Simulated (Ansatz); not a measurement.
**Whose spectrum is this?**

Method: Ansatz, r2SCAN, independent particles, without spin-orbit coupling, line width 0.15 eV (Gaussian); metals get a typed carrier damping. The response is along the first axis of the cell.

(E (eV), Im ε): (0.00, 0.00), (0.25, 0.00), (0.50, 0.00), (0.75, 0.00), (1.00, 0.00), (1.25, 0.03), (1.50, 6.53), (1.75, 34.49), (2.00, 32.77), (2.25, 19.52), (2.50, 12.04), (2.75, 13.81), (3.00, 11.84), (3.25, 8.61), (3.50, 3.84), (3.75, 2.61), (4.00, 4.28), (4.25, 3.88), (4.50, 8.63), (4.75, 10.07), (5.00, 7.00), (5.25, 4.58), (5.50, 2.73), (5.75, 1.80), (6.00, 1.98), (6.25, 2.11), (6.50, 2.20), (6.75, 1.76), (7.00, 2.13), (7.25, 2.56), (7.50, 3.29), (7.75, 2.42), (8.00, 1.86), (8.25, 1.73), (8.50, 1.68), (8.75, 1.56), (9.00, 2.33), (9.25, 3.81), (9.50, 4.26), (9.75, 4.10), (10.00, 4.23), (10.25, 4.54), (10.50, 4.88), (10.75, 4.38), (11.00, 3.74), (11.25, 3.21), (11.50, 3.04), (11.75, 2.88), (12.00, 3.08), (12.25, 3.17), (12.50, 3.10), (12.75, 2.84), (13.00, 2.24), (13.25, 1.86), (13.50, 1.87), (13.75, 1.82), (14.00, 1.71), (14.25, 1.49), (14.50, 1.43), (14.75, 1.27), (15.00, 1.20), (15.25, 1.10), (15.50, 1.02), (15.75, 0.86), (16.00, 0.72)

Question: Which of these systems gave the spectrum?
A. TiPBr (P-3m1)
B. TiO2 (I4_1/amd)
C. Na3AsBr6 (Fm-3m)
D. Ti (P6_3/mmc)

Answer: A. TiPBr (P-3m1): least direct gap 1.52 eV, ε∞ = 14.94 along the first axis, strongest peak along the first axis at 1.80 eV. The others: Na3AsBr6 (Fm-3m), least direct gap 2.97 eV, ε∞ = 4.11 along the first axis, strongest peak along the first axis at 3.85 eV; Ti (P6_3/mmc), a metal, with a Drude term, main peak of the conductivity above 1 eV at 1.99 eV; TiO2 (I4_1/amd), least direct gap 2.86 eV, ε∞ = 6.14 along the first axis, strongest peak along the first axis at 4.57 eV.

Note: cells built here by substitution need not match a known phase.
